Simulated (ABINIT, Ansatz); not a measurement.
# Cs2NaAlH6 (Fm-3m): G0W0 with ABINIT, start to end, part 2 of 3

Wanted: ground state, empty states, screening and self-energy for Cs2NaAlH6 (Fm-3m).

ABINIT 10.8.3; LDA and many-body steps on it, plane waves. Known limits of the many-body steps: not at the basis limit; no spin-orbit coupling; coarse k mesh.

So far. Step 2 (Ground state): The gap is indirect, with the least direct gap 0.46 eV higher.

### Step 3. Bands along the symmetry lines

Level of this step: DFT, LDA, plane waves, norm-conserving pseudopotentials (ABINIT).

The cheap functional maps the bands first; the places of the edges decide which points the dearer methods must see.

run.abi

```
acell 3*1.0 Angstrom
rprim 
  -0.000000000000 4.312959000000 4.312959000000
  4.312959000000 -0.000000000000 4.312959000000
  4.312959000000 4.312959000000 -0.000000000000
ntypat 4
znucl 55 11 13 1
natom 10
typat 1 1 2 3 4 4 4 4 4 4
xred 
  0.250000000000 0.250000000000 0.250000000000
  0.750000000000 0.750000000000 0.750000000000
  0.500000000000 0.500000000000 0.500000000000
  -0.000000000000 -0.000000000000 0.000000000000
  0.208755000000 0.791245000000 0.791245000000
  0.208755000000 0.791245000000 0.208755000000
  0.791245000000 0.208755000000 0.791245000000
  0.791245000000 0.791245000000 0.208755000000
  0.208755000000 0.208755000000 0.791245000000
  0.791245000000 0.208755000000 0.208755000000
pp_dirpath "pseudos"
pseudos "Cs.upf, Na.upf, Al.upf, H.upf"
ecut 38
iscf -2
irdden 1
kptopt 0
nkpt 26
kpt 
  0.00000000 0.00000000 0.00000000
  0.12500000 0.00000000 0.12500000
  0.25000000 0.00000000 0.25000000
  0.37500000 0.00000000 0.37500000
  0.50000000 0.00000000 0.50000000
  0.53125000 0.06250000 0.53125000
  0.56250000 0.12500000 0.56250000
  0.59375000 0.18750000 0.59375000
  0.62500000 0.25000000 0.62500000
  0.37500000 0.37500000 0.75000000
  0.28125000 0.28125000 0.56250000
  0.18750000 0.18750000 0.37500000
  0.09375000 0.09375000 0.18750000
  0.00000000 0.00000000 0.00000000
  0.12500000 0.12500000 0.12500000
  0.25000000 0.25000000 0.25000000
  0.37500000 0.37500000 0.37500000
  0.50000000 0.50000000 0.50000000
  0.50000000 0.43750000 0.56250000
  0.50000000 0.37500000 0.62500000
  0.50000000 0.31250000 0.68750000
  0.50000000 0.25000000 0.75000000
  0.50000000 0.18750000 0.68750000
  0.50000000 0.12500000 0.62500000
  0.50000000 0.06250000 0.56250000
  0.50000000 0.00000000 0.50000000
istwfk *1
nband 25
nbdbuf 2
tolwfr 1e-08
nstep 40
prtwf 0
prtvol 0
indata_prefix "in"
outdata_prefix "out"
tmpdata_prefix "tmp"
```

The run is started by

```console
$ OMP_NUM_THREADS=1 mpirun -n 4 abinit run.abi > log
```

Numbers of over 12 decimals in the logs are rounded to 6 here.

The program printed:

```text
.Version 10.8.3 of ABINIT. v10.8.2 released Aug 2026.

 Symmetries : space group Fm -3 m (#225); Bravais cF (face-center cubic)
[... echo of the input left out ...]
== DATASET  1 ==================================================================
-   mpi_nproc: 4, omp_nthreads: 1 (-1 if OMP is not activated)

--- !DatasetInfo
iteration_state: {dtset: 1, }
dimensions: {natom: 10, nkpt: 26, mband: 25, nsppol: 1, nspinor: 1, nspden: 1, mpw: 12180, }
cutoff_energies: {ecut:  38.0, pawecutdg:  -1.0, }
electrons: {nelect:   3.60000000E+01, charge:   0.00000000E+00, occopt:   1.00000000E+00, tsmear:   1.00000000E-02, }

 Real(R)+Recip(G) space primitive vectors, cartesian coordinates (Bohr,Bohr^-1):
 R(1)=  0.0000000  8.1503113  8.1503113  G(1)= -0.0613473  0.0613474  0.0613474
 R(2)=  8.1503113  0.0000000  8.1503113  G(2)=  0.0613474 -0.0613473  0.0613474
 R(3)=  8.1503113  8.1503113  0.0000000  G(3)=  0.0613474  0.0613474 -0.0613473
 Unit cell volume ucvol=  1.0828108E+03 bohr^3
 Angles (23,13,12)=  6.00000000E+01  6.00000000E+01  6.00000000E+01 degrees

 getcut: wavevector=  0.0000  0.0000  0.0000  ngfft=  64  64  64
         ecut(hartree)=     38.000   => boxcut(ratio)=   2.00094

--- Pseudopotential description ------------------------------------------------
- Cs Generated using ONCVPSP code by D. R. Hamann
- 55.00000   9.00000  201201                  znucl, zion, pspdat
12 -1012 3 -1 2328                            pspcod,pspxc,lmax,lloc,mmax
     nproj     2     2     2     2
  pspatm : epsatm=   21.68725381
         --- l  ekb(1:nproj) -->
             0    6.247599    0.778427
             1    6.343167    0.797067
             2    3.778962    0.917083
[...]
pspatm: atomic psp has been read  and splines computed

- Na Generated using ONCVPSP code by D. R. Hamann
- 11.00000   9.00000  180309                  znucl, zion, pspdat
12 -1012 1 -1 1968                            pspcod,pspxc,lmax,lloc,mmax
     nproj     2     2     0     0
  pspatm : epsatm=    9.37365322
         --- l  ekb(1:nproj) -->
[...]
pspatm: atomic psp has been read  and splines computed

- Al Generated using ONCVPSP code by D. R. Hamann
- 13.00000   3.00000  180309                  znucl, zion, pspdat
12 -1012 2 -1 1854                            pspcod,pspxc,lmax,lloc,mmax
     nproj     2     2     2     0
  pspatm : epsatm=    0.57439143
         --- l  ekb(1:nproj) -->
[...]
pspatm: atomic psp has been read  and splines computed

- H Generated using ONCVPSP code by D. R. Hamann
-  1.00000   1.00000  180309                  znucl, zion, pspdat
12 -1012 1 -1 1180                            pspcod,pspxc,lmax,lloc,mmax
     nproj     2     1     0     0
  pspatm : epsatm=    0.35439867
         --- l  ekb(1:nproj) -->
[...]
1   -0.275071
 pspatm: atomic psp has been read  and splines computed

[...]
1.9971E-01  2.3394E-01  2.4449E-01  2.4449E-01  2.6614E-01  2.7981E-01
[...]
--- !ResultsGS
iteration_state: {dtset: 1, }
comment   : Summary of ground state results
lattice_vectors:
- [ -0.0000000,   8.1503113,   8.1503113, ]
- [  8.1503113,  -0.0000000,   8.1503113, ]
- [  8.1503113,   8.1503113,  -0.0000000, ]
lattice_lengths: [  11.52628,   11.52628,   11.52628, ]
lattice_angles: [ 60.000,  60.000,  60.000, ] # degrees, (23, 13, 12)
lattice_volume:   1.0828108E+03
convergence: {deltae:  0.000E+00, res2:  0.000E+00, residm:  9.998E-09, diffor:  0.000E+00, }
etotal    :  -9.84061636E+01
entropy   :   0.00000000E+00
fermie    :   7.30348660E-02
cartesian_stress_tensor: null
pressure_GPa: null
xred      :
- [  2.5000E-01,   2.5000E-01,   2.5000E-01, Cs]
- [  7.5000E-01,   7.5000E-01,   7.5000E-01, Cs]
- [  5.0000E-01,   5.0000E-01,   5.0000E-01, Na]
- [  0.0000E+00,   0.0000E+00,   0.0000E+00, Al]
- [  2.0875E-01,   7.9125E-01,   7.9124E-01,  H]
- [  2.0875E-01,   7.9125E-01,   2.0875E-01,  H]
- [  7.9125E-01,   2.0875E-01,   7.9125E-01,  H]
- [  7.9124E-01,   7.9125E-01,   2.0875E-01,  H]
- [  2.0875E-01,   2.0876E-01,   7.9124E-01,  H]
- [  7.9124E-01,   2.0876E-01,   2.0875E-01,  H]
cartesian_forces: null
force_length_stats: {min: null, max: null, mean: null, }

 Integrated electronic density in atomic spheres:
 ------------------------------------------------
 Atom  Sphere_radius  Integrated_density
[...]
================================================================================

 ----iterations are completed or convergence reached----

 Mean square residual over all n,k,spin=   66.989E-10; max=  99.979E-10
 reduced coordinates (array xred) for   10 atoms
[...]
0.208755000000      0.208755000000      0.791245000000
       0.791245000000      0.208755000000      0.208755000000

 cartesian coordinates (angstrom) at end:
    1      2.156480     2.156480     2.156480
    2      6.469438     6.469438     6.469438
    3      4.312959     4.312959     4.312959
[...]
9      4.312959     4.312959     1.800704
   10      1.800704     4.312959     4.312959
 length scales=  1.889726125908  1.889726125908  1.889726125908 bohr
              =  1.000000000000  1.000000000000  1.000000000000 angstroms
 prteigrs : about to open file out_EIG
 Eigenvalues (hartree) for nkpt=  26  k points:
 kpt#   1, nband= 25, wtk=  1.00000, kpt=  0.0000  0.0000  0.0000 (reduced coord)
[...]
kpt#   2, nband= 25, wtk=  1.00000, kpt=  0.1250  0.0000  0.1250 (reduced coord)
[...]
kpt#   3, nband= 25, wtk=  1.00000, kpt=  0.2500  0.0000  0.2500 (reduced coord)
[...]
kpt#  25, nband= 25, wtk=  1.00000, kpt=  0.5000  0.0625  0.5625 (reduced coord)
[...]
0.28160
 kpt#  26, nband= 25, wtk=  1.00000, kpt=  0.5000  0.0000  0.5000 (reduced coord)
[...]
-0.21548   -0.18568   -0.18568   -0.18283   -0.10417   -0.02260    0.01431    0.01431
   0.03224    0.07303    0.19971    0.23394    0.24449    0.24449    0.26614    0.27981
   0.28009

== END DATASET(S) ==============================================================
================================================================================

 -outvars: echo values of variables after computation  --------
            nband          25
             nkpt          26
          spgroup         225
 [... the other variables as echoed above ...]

 Calculation completed.
```

Wall time 94 s (4 MPI ranks of Arm Neoverse N1, shared host); peak memory 0.48 GiB.

This step gave:

* gap: 1.756 eV
* k of the valence top: 0.5, 0, 0.5
* k of the conduction bottom: 0, 0, 0
* least direct gap: 2.221 eV

The gap is 1.756 eV, as in the run before at this level.

Electronic bands along the path, in eV, zero at the top of the highest filled band:

| point | band 15 | band 16 | band 17 | band 18 | band 19 | band 20 | band 21 | band 22 |
| --- | --- | --- | --- | --- | --- | --- | --- | --- |
| Γ | -2.44 | -2.44 | -0.46 | -0.46 | 1.76 | 5.56 | 5.56 | 5.56 |
| halfway | -2.03 | -2.03 | -0.64 | -0.25 | 2.94 | 4.87 | 4.97 | 4.97 |
| X | -1.60 | -1.60 | -1.11 | 0.00 | 3.45 | 4.38 | 4.67 | 4.67 |
| halfway | -1.66 | -1.62 | -1.08 | -0.06 | 3.54 | 4.45 | 4.52 | 4.85 |
| U | -1.84 | -1.69 | -0.97 | -0.20 | 3.71 | 4.37 | 4.67 | 4.83 |
| jump to K | -1.84 | -1.69 | -0.97 | -0.20 | 3.71 | 4.37 | 4.67 | 4.83 |
| halfway | -2.16 | -2.07 | -0.44 | -0.44 | 2.94 | 4.45 | 5.15 | 5.26 |
| Γ | -2.44 | -2.44 | -0.46 | -0.46 | 1.76 | 5.56 | 5.56 | 5.56 |
| halfway | -2.21 | -2.21 | -0.42 | -0.42 | 2.59 | 4.37 | 5.51 | 5.51 |
| L | -1.94 | -1.94 | -0.44 | -0.44 | 3.16 | 3.67 | 5.42 | 5.42 |
| halfway | -2.02 | -1.81 | -0.72 | -0.34 | 3.67 | 3.96 | 4.73 | 5.11 |
| W | -2.08 | -1.64 | -0.98 | -0.24 | 4.07 | 4.07 | 4.54 | 5.02 |
| halfway | -1.74 | -1.62 | -1.05 | -0.11 | 3.63 | 4.45 | 4.58 | 4.80 |
| X | -1.60 | -1.60 | -1.11 | 0.00 | 3.45 | 4.38 | 4.67 | 4.67 |

### Step 4. Empty states on the mesh, 2×2×2 mesh, 304 bands

The sums over transitions need many empty states on a uniform mesh; this step solves for them.

run.abi

```
acell 3*1.0 Angstrom
rprim 
  -0.000000000000 4.312959000000 4.312959000000
  4.312959000000 -0.000000000000 4.312959000000
  4.312959000000 4.312959000000 -0.000000000000
ntypat 4
znucl 55 11 13 1
natom 10
typat 1 1 2 3 4 4 4 4 4 4
xred 
  0.250000000000 0.250000000000 0.250000000000
  0.750000000000 0.750000000000 0.750000000000
  0.500000000000 0.500000000000 0.500000000000
  -0.000000000000 -0.000000000000 0.000000000000
  0.208755000000 0.791245000000 0.791245000000
  0.208755000000 0.791245000000 0.208755000000
  0.791245000000 0.208755000000 0.791245000000
  0.791245000000 0.791245000000 0.208755000000
  0.208755000000 0.208755000000 0.791245000000
  0.791245000000 0.208755000000 0.208755000000
pp_dirpath "pseudos"
pseudos "Cs.upf, Na.upf, Al.upf, H.upf"
ecut 38
ngkpt 2 2 2
nshiftk 1
shiftk 0 0 0
kptopt 1
chksymbreak 0
iscf -2
irdden 1
istwfk *1
nband 304
nbdbuf 26
tolwfr 1e-09
nstep 60
prtvol 0
indata_prefix "in"
outdata_prefix "out"
tmpdata_prefix "tmp"
```

The program printed:

```text
.Version 10.8.3 of ABINIT. v10.8.2 released Aug 2026.

 Symmetries : space group Fm -3 m (#225); Bravais cF (face-center cubic)
[... echo of the input left out ...]
== DATASET  1 ==================================================================
-   mpi_nproc: 4, omp_nthreads: 1 (-1 if OMP is not activated)
-    --> not optimal distribution: autoparal keyword recommended in input file <--

--- !DatasetInfo
iteration_state: {dtset: 1, }
dimensions: {natom: 10, nkpt: 3, mband: 304, nsppol: 1, nspinor: 1, nspden: 1, mpw: 12150, }
cutoff_energies: {ecut:  38.0, pawecutdg:  -1.0, }
electrons: {nelect:   3.60000000E+01, charge:   0.00000000E+00, occopt:   1.00000000E+00, tsmear:   1.00000000E-02, }

 Real(R)+Recip(G) space primitive vectors, cartesian coordinates (Bohr,Bohr^-1):
 R(1)=  0.0000000  8.1503113  8.1503113  G(1)= -0.0613473  0.0613474  0.0613474
 R(2)=  8.1503113  0.0000000  8.1503113  G(2)=  0.0613474 -0.0613473  0.0613474
 R(3)=  8.1503113  8.1503113  0.0000000  G(3)=  0.0613474  0.0613474 -0.0613473
 Unit cell volume ucvol=  1.0828108E+03 bohr^3
 Angles (23,13,12)=  6.00000000E+01  6.00000000E+01  6.00000000E+01 degrees

 getcut: wavevector=  0.0000  0.0000  0.0000  ngfft=  64  64  64
         ecut(hartree)=     38.000   => boxcut(ratio)=   2.00094

--- Pseudopotential description ------------------------------------------------
- Cs Generated using ONCVPSP code by D. R. Hamann
- 55.00000   9.00000  201201                  znucl, zion, pspdat
12 -1012 3 -1 2328                            pspcod,pspxc,lmax,lloc,mmax
     nproj     2     2     2     2
  pspatm : epsatm=   21.68725381
         --- l  ekb(1:nproj) -->
             0    6.247599    0.778427
             1    6.343167    0.797067
             2    3.778962    0.917083
[...]
pspatm: atomic psp has been read  and splines computed

- Na Generated using ONCVPSP code by D. R. Hamann
- 11.00000   9.00000  180309                  znucl, zion, pspdat
12 -1012 1 -1 1968                            pspcod,pspxc,lmax,lloc,mmax
     nproj     2     2     0     0
  pspatm : epsatm=    9.37365322
         --- l  ekb(1:nproj) -->
[...]
pspatm: atomic psp has been read  and splines computed

- Al Generated using ONCVPSP code by D. R. Hamann
- 13.00000   3.00000  180309                  znucl, zion, pspdat
12 -1012 2 -1 1854                            pspcod,pspxc,lmax,lloc,mmax
     nproj     2     2     2     0
  pspatm : epsatm=    0.57439143
         --- l  ekb(1:nproj) -->
[...]
pspatm: atomic psp has been read  and splines computed

- H Generated using ONCVPSP code by D. R. Hamann
-  1.00000   1.00000  180309                  znucl, zion, pspdat
12 -1012 1 -1 1180                            pspcod,pspxc,lmax,lloc,mmax
     nproj     2     1     0     0
  pspatm : epsatm=    0.35439867
         --- l  ekb(1:nproj) -->
[...]
-1.7971E+00 -7.8655E-01 -7.8655E-01 -7.8655E-01 -6.8261E-01 -6.7726E-01
 -2.0635E-01 -2.0635E-01 -2.0635E-01 -1.8909E-01 -1.8909E-01 -1.8909E-01
 -1.3952E-01 -1.6631E-02 -1.6631E-02 -1.6631E-02  5.5972E-02  5.5972E-02
[...]
2.7927E+00  2.7927E+00  2.7927E+00  2.7979E+00  2.7979E+00  2.7979E+00
  2.7996E+00  2.7996E+00  2.7996E+00  2.8317E+00  2.8318E+00  2.8509E+00
  2.8509E+00  2.8513E+00  2.8612E+00  2.8969E+00
 prteigrs : prtvol=0 or 1, do not print more k-points.

--- !ResultsGS
iteration_state: {dtset: 1, }
comment   : Summary of ground state results
lattice_vectors:
- [ -0.0000000,   8.1503113,   8.1503113, ]
- [  8.1503113,  -0.0000000,   8.1503113, ]
- [  8.1503113,   8.1503113,  -0.0000000, ]
lattice_lengths: [  11.52628,   11.52628,   11.52628, ]
lattice_angles: [ 60.000,  60.000,  60.000, ] # degrees, (23, 13, 12)
lattice_volume:   1.0828108E+03
convergence: {deltae:  0.000E+00, res2:  0.000E+00, residm:  9.967E-10, diffor:  0.000E+00, }
etotal    :  -9.84061636E+01
entropy   :   0.00000000E+00
fermie    :   7.30348660E-02
cartesian_stress_tensor: null
pressure_GPa: null
xred      :
- [  2.5000E-01,   2.5000E-01,   2.5000E-01, Cs]
- [  7.5000E-01,   7.5000E-01,   7.5000E-01, Cs]
- [  5.0000E-01,   5.0000E-01,   5.0000E-01, Na]
- [  0.0000E+00,   0.0000E+00,   0.0000E+00, Al]
- [  2.0875E-01,   7.9125E-01,   7.9124E-01,  H]
- [  2.0875E-01,   7.9125E-01,   2.0875E-01,  H]
- [  7.9125E-01,   2.0875E-01,   7.9125E-01,  H]
- [  7.9124E-01,   7.9125E-01,   2.0875E-01,  H]
- [  2.0875E-01,   2.0876E-01,   7.9124E-01,  H]
- [  7.9124E-01,   2.0876E-01,   2.0875E-01,  H]
cartesian_forces: null
force_length_stats: {min: null, max: null, mean: null, }

 Integrated electronic density in atomic spheres:
 ------------------------------------------------
 Atom  Sphere_radius  Integrated_density
[...]
================================================================================

 ----iterations are completed or convergence reached----

 Mean square residual over all n,k,spin=   44.136E-11; max=  99.667E-11
 reduced coordinates (array xred) for   10 atoms
[...]
0.208755000000      0.208755000000      0.791245000000
       0.791245000000      0.208755000000      0.208755000000

 cartesian coordinates (angstrom) at end:
    1      2.156480     2.156480     2.156480
    2      6.469438     6.469438     6.469438
[...]
9      4.312959     4.312959     1.800704
   10      1.800704     4.312959     4.312959
 length scales=  1.889726125908  1.889726125908  1.889726125908 bohr
              =  1.000000000000  1.000000000000  1.000000000000 angstroms
 prteigrs : about to open file out_EIG
 Eigenvalues (hartree) for nkpt=   3  k points:
 kpt#   1, nband=304, wtk=  0.12500, kpt=  0.0000  0.0000  0.0000 (reduced coord)
[...]
2.79269    2.79270    2.79270    2.79788    2.79788    2.79788    2.79960    2.79960
   2.79960    2.83174    2.83176    2.85087    2.85092    2.85132    2.86119    2.89685
 prteigrs : prtvol=0 or 1, do not print more k-points.

== END DATASET(S) ==============================================================
================================================================================

 -outvars: echo values of variables after computation  --------
            nband         304
             nkpt           3
          spgroup         225
 [... the other variables as echoed above ...]

 Calculation completed.
```

It took 6 min on 4 MPI ranks; peak memory 0.68 GiB; 24 min of CPU time.

Numbers from this step:

```
gap                                                           : 1.756 eV
k of the valence top                                          : 0.5, 0.5, 0
k of the conduction bottom                                    : 0, 0, 0
least direct gap                                              : 2.221 eV
k points computed                                             : 3
lowest point of the top converged band, above the valence top : 70.9311 eV
```

On this mesh the gap is 1.756 eV.

### Step 5. Screening, 2×2×2 mesh, 278 bands, screening to 176.9 eV

The RPA dielectric matrix is built and inverted for each q.

This step: RPA screening on LDA, plane waves, norm-conserving pseudopotentials.

run.abi: that of step 4 with these lines changed.

```diff
@@ -28,10 +28,11 @@
 chksymbreak 0
-iscf -2
-irdden 1
 istwfk *1
-nband 304
-nbdbuf 26
-tolwfr 1e-09
-nstep 60
-prtvol 0
+occopt 1
+irdwfk 1
+optdriver 3
+nband 278
+ecuteps 6.5
+inclvkb 2
+awtr 1
+symchi 1
 indata_prefix "in"
```

The program printed:

```text
.Version 10.8.3 of ABINIT. v10.8.2 released Aug 2026.

 Symmetries : space group Fm -3 m (#225); Bravais cF (face-center cubic)
[... echo of the input left out ...]
== DATASET  1 ==================================================================
-   mpi_nproc: 4, omp_nthreads: 1 (-1 if OMP is not activated)

--- !DatasetInfo
iteration_state: {dtset: 1, }
dimensions: {natom: 10, nkpt: 3, mband: 278, nsppol: 1, nspinor: 1, nspden: 1, mpw: 12150, }
cutoff_energies: {ecut:  38.0, pawecutdg:  -1.0, }
electrons: {nelect:   3.60000000E+01, charge:   0.00000000E+00, occopt:   1.00000000E+00, tsmear:   1.00000000E-02, }

 SCREENING: Calculation of the susceptibility and dielectric matrices

 Based on a program developped by R.W. Godby, V. Olevano, G. Onida, and L. Reining.
 Incorporated in ABINIT by V. Olevano, G.-M. Rignanese, and M. Torrent.
.Using double precision arithmetic ; gwpc =  8

[... cell and pseudopotentials left out ...]
--------------------------------------------------------------------------------

 ==== K-mesh for the wavefunctions ====
 Number of points in the irreducible wedge :     3
[... list of points left out ...]
 Together with 48 symmetry operations and time-reversal symmetry
 yields     8 points in the full Brillouin Zone.

 ==== Q-mesh for the screening function ====
 Number of points in the irreducible wedge :     3
[... list of points left out ...]
 Together with 48 symmetry operations and time-reversal symmetry
 yields     8 points in the full Brillouin Zone.

 setmesh: FFT mesh size selected  =    45x   45x   45
          total number of points  =        91125

 vcoul_init : cutoff-mode = AUXILIARY_FUNCTION
 q-points for optical limit:   1
     1)      0.000010    0.000020    0.000030

- screening: taking advantage of time-reversal symmetry
- Maximum band index for partially occupied states nbvw = 18
- Remaining bands to be divided among processors   nbcw = 260
- Number of bands treated by each node ~65

 Number of electrons calculated from density =   36.0000; Expected =   36.0000
 average of density, n =  0.033247
 r_s =    1.9292
 omega_plasma =   17.5886 [eV]

 calculating chi0 at frequencies [eV] :
  1    0.000000E+00    0.000000E+00
  2    0.000000E+00    1.758857E+01

--------------------------------------------------------------------------------
  q-point number  1        q = ( 0.000000, 0.000000, 0.000000) [r.l.u.]
--------------------------------------------------------------------------------
[... chi0 elements left out ...]
 For q-point:  0.000010 0.000020 0.000030
  dielectric constant =   4.3952
  dielectric constant without local fields =   5.0434

  Average fulfillment of the sum rule on Im[epsilon] for q-point    1 :     81.14  [%]
[... wings left out ...]
  q-point number  2        q = ( 0.500000, 0.000000, 0.000000) [r.l.u.]
--------------------------------------------------------------------------------
[... chi0 elements left out ...]
  Average fulfillment of the sum rule on Im[epsilon] for q-point    2 :     84.66  [%]

 [... 1 further q-points ...]
```

The job ended after 2.6 min (4 MPI ranks; peak memory 3 GiB).

Numbers from this step:

| Property | Result |
| --- | --- |
| ε∞ with local fields, on this mesh, along the program's q direction | 4.395 |
| the same without local fields | 5.043 |
| plasma frequency | 17.59 eV |
| plane waves in the screening matrix | 869 |

Local fields lower ε∞ by 13 %. On a Γ-centred mesh this coarse the value itself is usually too large, while a short band sum pulls it down.

[end of part 2 of 3]

[Paths, hosts, dates, memory and timing lines, banners, echoed tables and standing remarks are left out of the program output.]

[Logs are printed without paths, hosts, clocks, repeated set-up lines and the standing remarks that a program may print on its own settings, such as how far it seeks lower states.]

[Runs of the session that timed out or met a known fault of the program may be left out.]

[Hosts, paths, dates, database ids (printed as entryN), source tags and the programs' standing remarks are cut or masked in the printed files.]

[G0W0 gaps are taken among the corrected bands and points alone; a level outside them can change the order at an edge.]

[Where Ansatz stands beside ABINIT at settings called matched, ABINIT's density can come from a denser mesh and the files from another edition; pairs whose starting gaps differed by over 0.03 eV were left out, so agreement reads better than it is.]
